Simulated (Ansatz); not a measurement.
# (BP)2(GaN)1 [001] superlattice, started as zinc blende: a soft mode frozen in, part 2 of 3

Aim: this structure of (BP)2(GaN)1 [001] superlattice, started as zinc blende is to be tested for unstable modes, and one is followed downhill.

Ansatz 0.2.0; DFT LDA, scalar-relativistic, plane waves, PAW.

So far. Step 4 (The mode frozen in, largest atomic shift 0.08 Å): The run ends at a pressure of 0.62 GPa, with forces up to 0.15 eV/Å. Step 5 (Energy along the mode, all amplitudes (two of the runs …): The lowest of the steps tried is at 0.08 Å, 0.233 meV/atom below the parent; the bottom of the well need not coincide with a step.

The structure was built from a prototype and need not be the compound's stable phase.

## 6. Relaxing from the distorted cell

Starting from the lowest point found, all atoms and the cell are let go, so that strain and other modes of the same symmetry can join in.

Input file input.yaml:

```yaml
crystal:
  lattice:
    - [2.2664111837, 2.2664111837, 0.0]
    - [-2.1931281158, 2.1931281158, 0.0]
    - [2.2297696498, 0.036641534, 6.8744289541]
  atoms:
    - { symbol: B, position: [0.0063612515, 0.9678452064, 0.9872774971] }
    - { symbol: B, position: [0.3426650794, 0.6556302573, 0.3146698413] }
    - { symbol: Ga, position: [0.6449598039, 0.3565899567, 0.7100803921] }
    - { symbol: "N", position: [0.0655034774, 0.4513954715, 0.8689930452] }
    - { symbol: P, position: [0.4257869267, 0.0724720922, 0.1484261467] }
    - { symbol: P, position: [0.7647234611, 0.7354839015, 0.4705530779] }
kpoints:
  mp_grid: { grid: [12, 12, 12] }
hamiltonian:
  xc: lda
scf:
  occupations: { method: methfessel_paxton, width: 0.2 }
output:
  forces: true
  stress: true
  eigenvalues: true
  write_density: true
  write_potential: true
  elf: true
  volumetric_format: npy
relax:
  adjacent_minimum: "off"
  f_tol: 0.002
  max_steps: 120
  cell: { stress_tol: 0.03 }
```

Launch:

```console
$ ansatz run input.yaml --threads 8 --pin off --max-ram 14336MiB --backend cpu --events-out ev --progress --plain --runs-dir out
```

Numbers of over 12 decimals in the logs are rounded to 6 here.

The program printed:

```text
[...]
Crystal: 6 atoms, lattice volume = 68.339 Å³
Basis set: ecut = 420 eV, 1331 PW (Γ)
Bands: 23, of which v1, the nominal top of the filled ones, is band 17 counted from 1 (16 counted from 0)
Symmetry: 2 space group operations
[...]
k-points: 476 of 1728 (time reversal used)
[...]
SCF iter   1: F=—  HF=-5833.652127 eV  |F-HF|=—  |Δ(HF+E_count)|=         —  Δρ=9.30e-3  dr2=6.16e-2  ethr=1.77e-3  ⟨swp⟩=6.1  Hψ=57117  notcnv=0
[...]
SCF iter   8: F=-5833.636950 eV  HF=-5833.636950 eV  |F-HF|=3.34e-8  |Δ(HF+E_count)|=   9.97e-8  S|Δr|=    0.00e0  Δρ=5.19e-6  dr2=5.08e-8  ethr=2.94e-10  ⟨swp⟩=13.7  Hψ=83958  notcnv=0
SCF 1 converged in 8 iterations: F = -5833.636950 eV  dr2 = 5.08e-8
[...]
relax step   1: F+E_penalty+E_count = -5833.63695001 eV  Δ(F+E_penalty+E_count) = +0.000e0 eV  max|allowed force component| = 1.481e-1 eV/Å  Δτ_max = 0.0000 Å  P = +0.617 GPa  Ω = 68.339 Å³  (8 SCF iters, dr2 threshold 1.00e-7 eV, accepted)
Crystal: 6 atoms, lattice volume = 68.598 Å³
Basis set: ecut = 420 eV, 1335 PW (Γ)
[...]
iter 1 solved again at ethr=4.99e-6 eV; its pass at ethr=3.10e-3 eV (dr2=1.70e-3 eV) is discarded
[...]
SCF iter   6: F=-5833.642763 eV  HF=-5833.642764 eV  |F-HF|=1.74e-7  |Δ(HF+E_count)|=   3.24e-7  S|Δr|=    0.00e0  Δρ=1.53e-5  dr2=2.25e-7  ethr=1.76e-9  ⟨swp⟩=12.4  Hψ=90700  notcnv=0
SCF 2 converged in 6 iterations: F = -5833.642763 eV  dr2 = 2.25e-7
  Residual-converged pass: ⟨swp⟩=1.0  Hψ=12862  notcnv=0  max |occ|·‖R‖ = 7.0e-9 eV (tolerance 1.0e-8 eV)  dr2=2.25e-7  dr2_onsite=4.87e-8  max |Δocc| = 1.6e-10
relax step   2: F+E_penalty+E_count = -5833.64276347 eV  Δ(F+E_penalty+E_count) = -5.813e-3 eV  max|allowed force component| = 1.206e-1 eV/Å  Δτ_max = 0.0100 Å  P = +0.247 GPa  Ω = 68.598 Å³  energy of the carried Pulay correction = -5.068e-4 eV  (6 SCF iters, dr2 threshold 6.00e-7 eV, accepted)
Crystal: 6 atoms, lattice volume = 68.775 Å³
Basis set: ecut = 420 eV, 1343 PW (Γ)
[...]
SCF iter   5: F=-5833.645599 eV  HF=-5833.645600 eV  |F-HF|=5.64e-7  |Δ(HF+E_count)|=   2.68e-7  S|Δr|=    0.00e0  Δρ=2.35e-5  dr2=3.25e-7  ethr=1.76e-9  ⟨swp⟩=12.5  Hψ=95983  notcnv=0
SCF 3 converged in 5 iterations: F = -5833.645599 eV  dr2 = 3.25e-7
[...]
relax step   3: F+E_penalty+E_count = -5833.64559926 eV  Δ(F+E_penalty+E_count) = -2.836e-3 eV  max|allowed force component| = 1.457e-1 eV/Å  Δτ_max = 0.0072 Å  P = -0.011 GPa  Ω = 68.775 Å³  energy of the carried Pulay correction = -8.534e-4 eV  (5 SCF iters, dr2 threshold 6.00e-7 eV, accepted)
[... from here on, the SCF cycles and remarks between the steps are left out ...]
relax step   4: F+E_penalty+E_count = -5833.66034922 eV  Δ(F+E_penalty+E_count) = -1.475e-2 eV  max|allowed force component| = 3.562e-1 eV/Å  Δτ_max = 0.0414 Å  P = -0.484 GPa  Ω = 69.449 Å³  energy of the carried Pulay correction = -2.163e-3 eV  (7 SCF iters, dr2 threshold 6.00e-7 eV, accepted)
relax step   5: F+E_penalty+E_count = -5833.77254259 eV  Δ(F+E_penalty+E_count) = -1.122e-1 eV  max|allowed force component| = 9.711e-1 eV/Å  Δτ_max = 0.1560 Å  P = -0.115 GPa  Ω = 71.533 Å³  energy of the carried Pulay correction = -6.129e-3 eV  (7 SCF iters, dr2 threshold 6.00e-7 eV, accepted)
relax step   6: F+E_penalty+E_count = -5833.81103536 eV  Δ(F+E_penalty+E_count) = -3.849e-2 eV  max|allowed force component| = 1.194e0 eV/Å  Δτ_max = 0.1647 Å  P = +2.213 GPa  Ω = 73.608 Å³  energy of the carried Pulay correction = -9.964e-3 eV  (7 SCF iters, dr2 threshold 6.00e-7 eV, accepted)
relax step   7: F+E_penalty+E_count = -5833.85542431 eV  Δ(F+E_penalty+E_count) = -4.439e-2 eV  max|allowed force component| = 2.806e0 eV/Å  Δτ_max = 0.0782 Å  P = +6.008 GPa  Ω = 72.199 Å³  energy of the carried Pulay correction = -7.372e-3 eV  (6 SCF iters, dr2 threshold 6.00e-7 eV, accepted)
relax step   8: F+E_penalty+E_count = -5834.07296013 eV  Δ(F+E_penalty+E_count) = -2.175e-1 eV  max|allowed force component| = 9.024e-1 eV/Å  Δτ_max = 0.1881 Å  P = -0.457 GPa  Ω = 76.474 Å³  energy of the carried Pulay correction = -1.508e-2 eV  (7 SCF iters, dr2 threshold 6.00e-7 eV, accepted)
relax step   9: F+E_penalty+E_count = -5833.89655750 eV  Δ(F+E_penalty+E_count) = +1.764e-1 eV  max|allowed force component| = 1.111e0 eV/Å  Δτ_max = 0.1954 Å  P = -1.114 GPa  Ω = 73.816 Å³  energy of the carried Pulay correction = -1.034e-2 eV  (7 SCF iters, dr2 threshold 6.00e-7 eV, rejected (line search))
relax step  10: F+E_penalty+E_count = -5834.10763807 eV  Δ(F+E_penalty+E_count) = -3.468e-2 eV  max|allowed force component| = 3.727e-1 eV/Å  Δτ_max = 0.0903 Å  P = -0.003 GPa  Ω = 76.388 Å³  energy of the carried Pulay correction = -1.493e-2 eV  (10 SCF iters, accepted)
relax step  11: F+E_penalty+E_count = -5834.11914930 eV  Δ(F+E_penalty+E_count) = -1.151e-2 eV  max|allowed force component| = 1.266e-1 eV/Å  Δτ_max = 0.0528 Å  P = -0.595 GPa  Ω = 77.407 Å³  energy of the carried Pulay correction = -1.670e-2 eV  (6 SCF iters, dr2 threshold 6.00e-7 eV, accepted)
relax step  12: F+E_penalty+E_count = -5834.12318344 eV  Δ(F+E_penalty+E_count) = -4.034e-3 eV  max|allowed force component| = 8.862e-2 eV/Å  Δτ_max = 0.0251 Å  P = +0.034 GPa  Ω = 76.924 Å³  energy of the carried Pulay correction = -1.586e-2 eV  (5 SCF iters, dr2 threshold 6.00e-7 eV, accepted)
relax step  13: F+E_penalty+E_count = -5834.12304025 eV  Δ(F+E_penalty+E_count) = +1.432e-4 eV  max|allowed force component| = 5.053e-2 eV/Å  Δτ_max = 0.0343 Å  P = +0.048 GPa  Ω = 77.206 Å³  energy of the carried Pulay correction = -1.635e-2 eV  (6 SCF iters, dr2 threshold 4.91e-7 eV, accepted)
relax step  14: F+E_penalty+E_count = -5834.12374562 eV  Δ(F+E_penalty+E_count) = -7.054e-4 eV  max|allowed force component| = 1.595e-2 eV/Å  Δτ_max = 0.0071 Å  P = -0.055 GPa  Ω = 77.242 Å³  energy of the carried Pulay correction = -1.642e-2 eV  (5 SCF iters, dr2 threshold 6.00e-7 eV, accepted)
relax step  15: F+E_penalty+E_count = -5834.12388407 eV  Δ(F+E_penalty+E_count) = -1.385e-4 eV  max|allowed force component| = 2.692e-3 eV/Å  Δτ_max = 0.0026 Å  P = -0.012 GPa  Ω = 77.203 Å³  energy of the carried Pulay correction = -1.635e-2 eV  (5 SCF iters, dr2 threshold 5.09e-8 eV, accepted)
[...]
relax step  23: F+E_penalty+E_count = -5834.19795490 eV  Δ(F+E_penalty+E_count) = -4.075e-5 eV  max|allowed force component| = 3.643e-3 eV/Å  Δτ_max = 0.0095 Å  P = -0.003 GPa  Ω = 78.983 Å³  energy of the carried Pulay correction = -3.089e-3 eV  (10 SCF iters, accepted)
relax step  24: F+E_penalty+E_count = -5834.19792502 eV  Δ(F+E_penalty+E_count) = +2.989e-5 eV  max|allowed force component| = 1.161e-2 eV/Å  Δτ_max = 0.0059 Å  P = -0.019 GPa  Ω = 79.000 Å³  energy of the carried Pulay correction = -3.120e-3 eV  (7 SCF iters, dr2 threshold 8.30e-10 eV, accepted)
relax step  25: F+E_penalty+E_count = -5834.19792883 eV  Δ(F+E_penalty+E_count) = -3.815e-6 eV  max|allowed force component| = 1.863e-2 eV/Å  Δτ_max = 0.0010 Å  P = +0.025 GPa  Ω = 78.998 Å³  energy of the carried Pulay correction = -3.122e-3 eV  (5 SCF iters, dr2 threshold 1.96e-8 eV, accepted)
relax step  26: F+E_penalty+E_count = -5834.19793482 eV  Δ(F+E_penalty+E_count) = -5.986e-6 eV  max|allowed force component| = 2.168e-4 eV/Å  Δτ_max = 0.0010 Å  P = -0.001 GPa  Ω = 79.000 Å³  energy of the carried Pulay correction = -3.123e-3 eV  (4 SCF iters, dr2 threshold 2.17e-8 eV, accepted)
relax step  27: F+E_penalty+E_count = -5834.20444978 eV  Δ(F+E_penalty+E_count) = -6.515e-3 eV  max|allowed force component| = 1.642e-3 eV/Å  Δτ_max = 0.0000 Å  P = +0.101 GPa  Ω = 79.000 Å³  stress off target by 2.82e-1 GPa  SCF on the basis re-selected at this cell (its energy is not comparable with the rows above)  (7 SCF iters)
relax step  28: F+E_penalty+E_count = -5834.20501886 eV  Δ(F+E_penalty+E_count) = -5.691e-4 eV  max|allowed force component| = 2.775e-3 eV/Å  Δτ_max = 0.0239 Å  P = +0.017 GPa  Ω = 79.119 Å³  energy of the carried Pulay correction = -1.940e-4 eV  (6 SCF iters, dr2 threshold 1.99e-7 eV, accepted)
relax step  29: F+E_penalty+E_count = -5834.20510257 eV  Δ(F+E_penalty+E_count) = -8.370e-5 eV  max|allowed force component| = 1.444e-2 eV/Å  Δτ_max = 0.0121 Å  P = +0.002 GPa  Ω = 79.146 Å³  energy of the carried Pulay correction = -2.397e-4 eV  (7 SCF iters, dr2 threshold 7.62e-9 eV, accepted)
relax step  30: F+E_penalty+E_count = -5834.20511697 eV  Δ(F+E_penalty+E_count) = -1.440e-5 eV  max|allowed force component| = 2.675e-2 eV/Å  Δτ_max = 0.0085 Å  P = -0.028 GPa  Ω = 79.158 Å³  energy of the carried Pulay correction = -2.636e-4 eV  (6 SCF iters, dr2 threshold 1.30e-8 eV, accepted)
relax step  31: F+E_penalty+E_count = -5834.20513469 eV  Δ(F+E_penalty+E_count) = -1.772e-5 eV  max|allowed force component| = 4.084e-4 eV/Å  Δτ_max = 0.0009 Å  P = -0.001 GPa  Ω = 79.156 Å³  energy of the carried Pulay correction = -2.601e-4 eV  (4 SCF iters, dr2 threshold 4.47e-8 eV, accepted)
relax step  32: F+E_penalty+E_count = -5834.20559907 eV  Δ(F+E_penalty+E_count) = -4.644e-4 eV  max|allowed force component| = 2.949e-4 eV/Å  Δτ_max = 0.0000 Å  P = +0.003 GPa  Ω = 79.156 Å³  stress off target by 3.70e-2 GPa  SCF on the basis re-selected at this cell (its energy is not comparable with the rows above)  (6 SCF iters)
relax step  33: F+E_penalty+E_count = -5834.20562348 eV  Δ(F+E_penalty+E_count) = -2.441e-5 eV  max|allowed force component| = 3.155e-4 eV/Å  Δτ_max = 0.0053 Å  P = +0.001 GPa  Ω = 79.160 Å³  energy of the carried Pulay correction = -7.093e-6 eV  (6 SCF iters, dr2 threshold 3.42e-9 eV, accepted)
relax step  34: F+E_penalty+E_count = -5834.20562405 eV  Δ(F+E_penalty+E_count) = -5.697e-7 eV  max|allowed force component| = 5.998e-3 eV/Å  Δτ_max = 0.0041 Å  P = -0.008 GPa  Ω = 79.163 Å³  energy of the carried Pulay correction = -1.167e-5 eV  (8 SCF iters, accepted)
relax step  35: F+E_penalty+E_count = -5834.20562584 eV  Δ(F+E_penalty+E_count) = -1.783e-6 eV  max|allowed force component| = 4.248e-3 eV/Å  Δτ_max = 0.0005 Å  P = +0.002 GPa  Ω = 79.162 Å³  energy of the carried Pulay correction = -9.471e-6 eV  (4 SCF iters, dr2 threshold 2.25e-9 eV, rejected (line search))
relax step  36: F+E_penalty+E_count = -5834.20562747 eV  Δ(F+E_penalty+E_count) = -3.418e-6 eV  max|allowed force component| = 1.022e-4 eV/Å  Δτ_max = 0.0002 Å  P = -0.000 GPa  Ω = 79.161 Å³  energy of the carried Pulay correction = -9.146e-6 eV  (6 SCF iters, accepted)
[...]
SCF iter   1: F=—  HF=-5834.205643 eV  |F-HF|=—  |Δ(HF+E_count)|=         —  Δρ=7.20e-5  dr2=9.24e-8  ethr=5.71e-7  ⟨swp⟩=3.7  Hψ=88224  notcnv=0
eigensolver tolerance schedule: the retry pair's looser diagonalisation over-reported the residual by 2100.54 of it (diagonalisation noise at 0.63 of the residual, at the tolerance the schedule requests for it); recorded, not acted on — ethr = c·dr2/N_el stays at c = 1.0e-1
SCF iter   2: F=—  HF=-5834.205646 eV  |F-HF|=—  |Δ(HF+E_count)|=   3.07e-6  S|Δr|=    0.00e0  Δρ=3.64e-5  dr2=2.38e-8  ethr=2.72e-10  ⟨swp⟩=3.3  Hψ=21992  notcnv=0
[...]
SCF iter   5: F=-5834.205647 eV  HF=-5834.205647 eV  |F-HF|=4.55e-12  |Δ(HF+E_count)|=  1.09e-11  S|Δr|=    0.00e0  Δρ=1.58e-7  dr2=1.09e-11  ethr=1.00e-12  ⟨swp⟩=9.6  Hψ=63377  notcnv=0
SCF 37 converged in 5 iterations: F = -5834.205647 eV  dr2 = 1.09e-11
relax step  37: F+E_penalty+E_count = -5834.20564728 eV  Δ(F+E_penalty+E_count) = -1.981e-5 eV  max|allowed force component| = 8.372e-5 eV/Å  Δτ_max = 0.0000 Å  P = +0.000 GPa  Ω = 79.161 Å³  stress off target by 6.80e-3 GPa  SCF on the basis re-selected at this cell (its energy is not comparable with the rows above)  (5 SCF iters)
[...]
SCF converged after 5 iterations
[...]
Free energy (F): -5834.205647 eV
[...]
Internal energy: -5834.206724 eV  (E = F + TS)
E sigma→0 (E₀):  -5834.205917 eV
Entropy (-TS):   0.001077 eV (0.180 meV/atom)
Fermi energy:    8.451170 eV
Step filling:    the computed levels leave a gap of 0.2932 eV = 1.5 smearing widths at the electron count; against every level under it full and every level over it empty, smearing changes F+E_penalty+E_count by +0.354 meV and its σ→0 estimate by +0.084 meV
[...]
--- Forces (eV/Å), atoms counted from 1 ---
  atom   1  B     -0.00004212     0.00004212    -0.00002861
  atom   2  B     -0.00005555     0.00005555     0.00008343
  atom   3  Ga     0.00001375    -0.00001375    -0.00002112
  atom   4  N      0.00001462    -0.00001462     0.00000561
  atom   5  P      0.00004203    -0.00004203    -0.00003418
  atom   6  P      0.00002706    -0.00002706    -0.00000688
  max |Σ_I F_I| component: 1.75e-6 eV/Å
--- Stress (GPa, compression-positive) ---
       -0.000760       0.000338       0.004527
        0.000338      -0.000760      -0.004527
        0.004527      -0.004527       0.001604
  P = ⅓ Tr σ = 0.0000 GPa (0.000 kbar)
--- Band table (eV; the first three rows and the last of 476) ---
  k-point 0: bands = [... 13 lower, 5.3211, 6.4553, 7.2285, 7.5000, 8.5187, 10.0658, 11.4031, 11.6507, ... 2 higher]
  k-point 1: bands = [... 13 lower, 5.2732, 6.3950, 7.2947, 7.4630, 8.5381, 10.0585, 11.2061, 11.7487, ... 2 higher]
  k-point 2: bands = [... 13 lower, 5.1501, 6.2254, 7.3609, 7.4705, 8.5901, 10.0376, 10.9603, 11.5107, ... 2 higher]
  k-point 475: bands = [... 13 lower, 3.1370, 3.5912, 4.2729, 4.6377, 8.8673, 10.2681, 10.6668, 10.7482, ... 2 higher]
--- Relaxed structure (33 steps of the walk, 29 accepted, 4 SCFs on fresh bases) ---
  F+E_penalty+E_count = -5834.20564728 eV   max|allowed force component| = 8.372e-5 eV/Å   (the final SCF, on the basis selected at the relaxed cell)
  cell:  # Å, volume = 79.1615 Å³
    - [2.255874, 2.255874, -1.6407755575567413e-11]
    - [-2.425648, 2.425648, -0.397284]
    - [2.963411, -0.707537, 7.533999]
  atoms:
    - { symbol: B, position: [-0.00870496, 0.807736, 1.017410] }
    - { symbol: B, position: [0.338333, 0.613518, 0.323335] }
    - { symbol: Ga, position: [0.657205, 0.474814, 0.685591] }
    - { symbol: N, position: [0.086313, 0.616712, 0.827373] }
    - { symbol: P, position: [0.414994, -0.039378, 0.170013] }
    - { symbol: P, position: [0.761861, 0.766014, 0.476279] }
```

It took 6.6 min on 8 threads of Arm Neoverse V2, shared host; peak memory 1.1 GiB.

Relaxation path (22 of 37):

| step | energy less that of the first step (eV) | largest force component (eV/Å) | pressure (GPa) | volume (Å³) |
| --- | --- | --- | --- | --- |
| 1 | 0.0000 | 0.1481 | 0.62 | 68.34 |
| 3 | -0.0086 | 0.1457 | -0.01 | 68.78 |
| 4 | -0.0234 | 0.3562 | -0.48 | 69.45 |
| 6 | -0.1741 | 1.1937 | 2.21 | 73.61 |
| 8 | -0.4360 | 0.9024 | -0.46 | 76.47 |
| 10 | -0.4707 | 0.3727 | 0.00 | 76.39 |
| 11 | -0.4822 | 0.1266 | -0.59 | 77.41 |
| 13 | -0.4861 | 0.0505 | 0.05 | 77.21 |
| 15 | -0.4869 | 0.0027 | -0.01 | 77.20 |
| 16 | -0.4870 | 0.0005 | 0.00 | 77.19 |
| 18 | -0.5577 | 0.0500 | 0.23 | 78.34 |
| 20 | -0.5603 | 0.0092 | 0.02 | 78.78 |
| 22 | -0.5331 | 0.6367 | 1.51 | 78.42 |
| 23 | -0.5610 | 0.0036 | 0.00 | 78.98 |
| 25 | -0.5610 | 0.0186 | 0.02 | 79.00 |
| 27* | -0.5675 | 0.0016 | 0.10 | 79.00 |
| 28 | -0.5681 | 0.0028 | 0.02 | 79.12 |
| 30 | -0.5682 | 0.0268 | -0.03 | 79.16 |
| 32* | -0.5686 | 0.0003 | 0.00 | 79.16 |
| 34 | -0.5687 | 0.0060 | -0.01 | 79.16 |
| 35 | -0.5687 | 0.0042 | 0.00 | 79.16 |
| 37* | -0.5687 | 0.0001 | 0.00 | 79.16 |

Relaxation steps marked * repeat the geometry before them on a plane-wave basis chosen anew for their cell, so energy and pressure can jump there. Other such steps can lie between the rows shown. Relaxation steps 9, 19, 22, 35 were tried and not accepted.

The run keeps the 2 symmetry operations that it works with, so distortions that break them were not tested.

| cell as run | before | after | change |
| --- | --- | --- | --- |
| a (Å) | 3.205 | 3.190 | -0.5 % |
| b (Å) | 3.102 | 3.453 | +11.3 % |
| c (Å) | 7.227 | 8.127 | +12.4 % |
| α (°) | 102.39 | 115.08 | +12.4 % |
| β (°) | 77.19 | 78.68 | +1.9 % |
| volume (Å³/atom) | 11.39 | 13.19 | +15.8 % |

The atoms that moved most (Å, as changes of fractional coordinates times the final cell):

| atom | dx | dy | dz | length |
| --- | --- | --- | --- | --- |
| N4 | -0.477 | 0.477 | -0.379 | 0.774 |
| B1 | 0.444 | -0.444 | 0.291 | 0.691 |
| Ga3 | -0.332 | 0.332 | -0.231 | 0.523 |
| P5 | 0.311 | -0.311 | 0.207 | 0.486 |
| B2 | 0.118 | -0.118 | 0.082 | 0.186 |
| P6 | -0.064 | 0.064 | 0.031 | 0.095 |

Final coordinates:

```cif
data_structure
_symmetry_space_group_name_H-M 'P 1'
_symmetry_Int_Tables_number 1
_cell_length_a 3.1903
_cell_length_b 3.4533
_cell_length_c 8.1267
_cell_angle_alpha 115.084
_cell_angle_beta 78.680
_cell_angle_gamma 90.000
_cell_volume 79.16
loop_
_atom_site_label
_atom_site_type_symbol
_atom_site_fract_x
_atom_site_fract_y
_atom_site_fract_z
_atom_site_occupancy
B1 B 0.99130 0.80774 0.01741 1
B2 B 0.33833 0.61352 0.32333 1
Ga3 Ga 0.65720 0.47481 0.68559 1
N4 N 0.08631 0.61671 0.82737 1
P5 P 0.41499 0.96062 0.17001 1
P6 P 0.76186 0.76601 0.47628 1
```

This step gave:

| Quantity | Value |
| --- | --- |
| pressure | 2.77e-5 GPa |
| volume per atom | 13.19 Å³ |
| gap on the k-mesh | 0.2932 eV |

Electrostatic potential energy in the ac plane of the cell as run, not the conventional one, at fractional y = 0.614, with atoms of B and N within 0.2 Å of it. With pseudopotentials it is smooth inside the atoms' cores, unlike the true potential.

Ten even steps from '_' (-50 eV) to '@' (11 eV), each cell a mean:
```
****##%%@@@@@@@@@@@@@@@@@@@@%%**
##**##%%@@@@@@@@@@@@@@@@@@@@%%##
--::--++%%@@@@@@@@@@@@@@@@@@%%++
________==%%@@@@@@%%@@@@@@@@##::
..______==##%%%%##****####%%%%==
**====++##%%%%**++++++++****%%%%
@@@@@@@@@@@@%%**++++++++++++##%%
@@@@@@@@@@@@%%##**++++++++**##%%
@@@@@@@@@@@@@@%%####******##%%@@
@@@@@@@@@@@@@@@@@@%%%%%%%%%%@@@@
@@@@@@@@@@@@@@@@@@%%%%####%%%%@@
%%@@@@@@@@@@@@@@%%##++==--==**##
##%%@@@@@@@@@@@@%%**--..____::++
##%%%%%%%%%%%%%%%%##==::____..==
##%%##++--::--++##%%##**====++**
%%%%##--______..++##%%%%%%%%%%%%
@@@@##==..______--##%%@@@@@@@@@@
@@@@@@%%**==--==**%%@@@@@@@@@@@@
@@@@@@@@@@%%%%%%%%@@@@@@@@@@@@@@
@@@@@@@@@@@@@@@@@@@@@@@@@@@@@@@@
@@@@@@@@@@@@@@@@@@@@@@@@@@@@@@@@
@@@@@@@@@@@@@@%%%%@@@@@@@@@@@@@@
%%%%@@@@@@@@@@@@@@@@@@@@@@@@%%%%
**##%%%%@@@@@@@@@@@@@@@@@@%%%%**
```
Columns run along a (3.2 Å; values clipped at the 3rd and 97th percentile), rows up along c (8.1 Å). Atoms in or near the plane, at fractional coordinates: B at (0.34, 0.32), N at (0.09, 0.83).

Valence density in the ac plane of the cell as run, not the conventional one, at fractional y = 0.614, with atoms of B and N within 0.2 Å of it. It is the smooth field of the valence electrons, not physical close to the nuclei.

Ten steps, logarithmic in the rise over the least value, from '_' (0.1 e/Å³) to '@' (6.7 e/Å³), each cell a mean:
```
++++====--::..........::::--====
******++==--....______..::--++++
##%%##**++==--........::--==++##
%%%%%%%%##++==--::::::----==**##
%%%%%%%%##**++============++**##
**######**++++++**##%%##**++++++
==============++**%%@@@@##**====
::::::::::::--==++##%%%%##++==--
::..______..::--==++++**++==--::
::..________..::--==========--::
::....______..::--====++++====--
--::::......::----==++++++++++==
====--::::::----====++++====++++
++++==============++++++====++++
++++++++++==++++++++++++++==++++
====++++==--==++++++============
----============++==------::::::
..::----==========----::........
__..::::--======----::..________
____..::------------::....______
__....::::----------::::....____
::::::::::::--------::::::::::::
--------::::::::::::::::::------
--------::::::::::::::::--------
```
Columns run along a (3.2 Å), rows up along c (8.1 Å). Atoms in or near the plane, at fractional coordinates: B at (0.34, 0.32), N at (0.09, 0.83).

[end of part 2 of 3]

[Logs are printed without paths, hosts, clocks, repeated set-up lines and the standing remarks that a program may print on its own settings, such as how far it seeks lower states.]

[Hosts, paths, dates, database ids (printed as entryN), source tags and the programs' standing remarks are cut or masked in the printed files.]
